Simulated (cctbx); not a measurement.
## What is wrong with this refinement?

Cell a = 5.9020 Å, b = 5.9020 Å, c = 18.8990 Å, α = 90.00°, β = 90.00°, γ = 120.00°; space group P6_3/mmc (no. 194).

Simulated single-crystal data (cctbx): synchrotron X-rays, λ = 0.7749 Å, to d = 0.8 Å, 80 % of the full sphere, strongest reflection 5000 counts, noise from counting, a 2 % proportional error and a noise floor of 2 counts (s.d.); no absorption.

An anisotropic refinement with weights 1/σ² prints:

```text
Rint 0.058, 266 unique reflections to 0.80 A
cycle     R1     wR2    GooF  max shift (A)
   1  0.1073  0.2401   8.157   0.01566
   3  0.0541  0.1285   4.365   0.00001
final R1 0.0541 wR2 0.1285 GooF 4.365  parameters 13  data/parameter 20.5
atom        x        y        z      Ueq    occ   su(xyz)  su(Uiso or U11)
Sb1    0.66667  0.33333  0.62130   0.0164  1.000  0.00011  0.0007
Ag1    0.66667  0.33333  0.75000   0.0093  1.000  0.00000  0.0008
K1     0.66667  0.33333  0.25000   0.0343  1.000  0.00000  0.0035
Co1    0.00000  0.00000  0.85040   0.0562  1.000  0.00038  0.0024
K2     0.66667  0.33333  0.45052   0.0213  1.000  0.00035  0.0019
difference map: max 2.05 min -4.72 rms 0.47
Q1    0.3333  0.6667  0.0973    4    2.09  0.45 A from Sb1
Q2    0.0000  0.0000  0.2500    2    1.84  1.90 A from Co1
Q3    0.3333  0.6667  0.2500    2    1.67  0.00 A from Ag1
Q4    0.0000  0.0000  0.1463    4    1.43  0.06 A from Co1
Q5    0.3333  0.6667  0.1309    4    1.29  0.18 A from Sb1
Q6    0.0782  0.1564  0.2500    6    1.20  2.06 A from Co1
```

**Question.** Can this result stand? If not, what is the likely fault?

Mend it. The fault: wrong element: Co1 is K. Against the right model at the same level, R1 goes from 0.0129 to 0.0541 and GooF from 0.93 to 4.37, U of Co1 swells from 0.0256 to 0.0562 Å², the top difference peak, 2.1 e/Å³, lies 0.45 Å from Sb1 and a hole of -4.7 e/Å³ opens. Co1 has 8 electrons too many and its U swells to shed them, as expected.

The compound is K5AgSb2. The right model at the same level gives:

```text
Rint 0.058, 266 unique reflections to 0.80 A
cycle     R1     wR2    GooF  max shift (A)
   1  0.0168  0.0349   1.186   0.00126
   2  0.0129  0.0273   0.929   0.00000
final R1 0.0129 wR2 0.0273 GooF 0.929  parameters 13  data/parameter 20.5
atom        x        y        z      Ueq    occ   su(xyz)  su(Uiso or U11)
Sb1    0.66667  0.33333  0.62129   0.0187  1.000  0.00002  0.0001
Ag1    0.66667  0.33333  0.75000   0.0110  1.000  0.00000  0.0002
K1     0.66667  0.33333  0.25000   0.0352  1.000  0.00000  0.0007
K2     0.00000  0.00000  0.85119   0.0256  1.000  0.00008  0.0004
K3     0.66667  0.33333  0.45047   0.0228  1.000  0.00007  0.0004
difference map: max 0.52 min -0.40 rms 0.11
Q1    0.2418  0.4836  0.2500    6    0.56  0.94 A from Ag1
Q2    0.0000  0.0000  0.2500    2    0.45  1.91 A from K2
Q3    0.3333  0.6667  0.1998    4    0.42  0.95 A from Ag1
Q4    0.3333  0.6667  0.6949    4    0.36  1.04 A from K1
Q5    0.1245  0.2491  0.7150   12    0.33  1.78 A from K2
Q6    0.0373  0.5186  0.1334   12    0.32  1.53 A from Sb1
```

Isotropic U is held between 0.0001 and 1 Å² by the program, and listed peak heights are interpolated, so they can pass the grid's maximum.

This is a model crystal, built by substitution and not relaxed, with assumed displacement parameters.

[Middle refinement cycles are left out of these outputs.]

[Logs are printed without paths, hosts, clocks, repeated set-up lines and the standing remarks that a program may print on its own settings, such as how far it seeks lower states.]
